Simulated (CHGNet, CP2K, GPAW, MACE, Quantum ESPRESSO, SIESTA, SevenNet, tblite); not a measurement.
## Finding the fault: GPAW, amorphous carbon (111 atoms)

Program: GPAW 26.7.0, a calculation on a cell of 111 C, 6.28 Å³ an atom.

Contents of run.py:

```python
import numpy as np
from ase.io import read
from gpaw import GPAW, FermiDirac

atoms = read("structure.xyz")
atoms.calc = GPAW(
    mode="lcao",
    basis="dzp",
    h=0.2,
    xc="PBE",
    kpts={"size": (1, 1, 1), "gamma": True},
    occupations=FermiDirac(0.05),
    maxiter=60,
    symmetry={"point_group": False},
    nbands=111,
    txt="gpaw.txt",
)
energy = atoms.get_potential_energy(force_consistent=True)
forces = atoms.get_forces()
print(f"energy {energy:.6f} eV")
print("forces (eV/A)")
for i, (a, f) in enumerate(zip(atoms, forces)):
    print(f"{i:4d} {a.symbol:2s} {f[0]:10.5f} {f[1]:10.5f} {f[2]:10.5f}")
print(f"Fermi level {atoms.calc.get_fermi_level():.4f} eV")
for k in range(len(atoms.calc.get_ibz_k_points())):
    for s in range(atoms.calc.get_number_of_spins()):
        e = atoms.calc.get_eigenvalues(kpt=k, spin=s)
        n = np.searchsorted(e, atoms.calc.get_fermi_level())
        print(f"k {k} spin {s} levels about the Fermi level:", np.round(e[max(n - 6, 0):n], 4).tolist(), "|", np.round(e[n:n + 6], 4).tolist())
```

Contents of structure.xyz:

```xyz
111
Lattice="8.86660 0.00000 0.00000 0.00000 8.86660 0.00000 0.00000 0.00000 8.86660" Properties=species:S:1:pos:R:3 pbc="T T T"
C 7.05063 3.76316 3.30600
C 8.08226 5.98105 2.88634
C 4.90607 8.39126 2.81213
C 6.49860 1.15807 1.70274
C 1.41396 3.95167 2.29450
C 0.58245 1.36253 5.44684
C 8.31128 8.38834 6.36161
C 2.09686 5.37564 0.14204
C 1.29798 0.60958 7.67644
C 6.60491 3.92356 7.97515
[... 97 atom lines left out ...]
C 5.83591 5.02479 8.59404
C 4.92513 2.90913 1.47256
C 4.92380 7.26715 6.88163
C 7.23080 3.50053 1.87945
```

Command:

```bash
> OMP_NUM_THREADS=1 python run.py > output.txt
```

What it wrote:

```text
ValueError: Too few bands!  Electrons: 444.0, bands: 111
```

gpaw.txt:

```text
Input parameters:
  mode=LCAO(),
  basis={'default': 'dzp'},
  h=0.2,
  kpts=MonkhorstPack(size=(1, 1, 1), gamma=True),
  maxiter=60,
  nbands=111,
  occupations=Occupations(name='fermi-dirac', width=0.05, fixmagmom=False),
  symmetry=Symmetry(point_group=False),
  xc=XC(name='PBE')
timing:  # [seconds]
  Total: 0.108  # ━━━━━━━━━━━━━━━━━━━━━━━━━━━━━━━━━━━━━━━━━━━━━━━━━━━━━━━━━━━
  Init:  0.086  # ━━━━━━━━━━━━━━━━━━━━━━━━━━━━━━━━━━━━━━━━━━━━━━━
```

It took 1.4 s on 1 thread of Arm Neoverse V1, shared host; peak memory 0.1 GiB.

Banners, paths, timers and routine set-up lines are dropped from the logs unmarked, and long logs keep their key lines alone; longer cuts are marked.

**Question.** Which part of the input is at fault, and how is it mended?

Too few bands: bands 111. Mend: ask for at least half as many bands as electrons, and some more for the smearing.

The program stopped at the start.

[Also dropped from logs without a mark: logging warnings of Python, and SIESTA's first energy breakdown and zero terms.]

[Logs are printed without paths, hosts, clocks, repeated set-up lines and the standing remarks that a program may print on its own settings, such as how far it seeks lower states.]

[Hosts, paths, dates, database ids (printed as entryN), source tags and the programs' standing remarks are cut or masked in the printed files.]
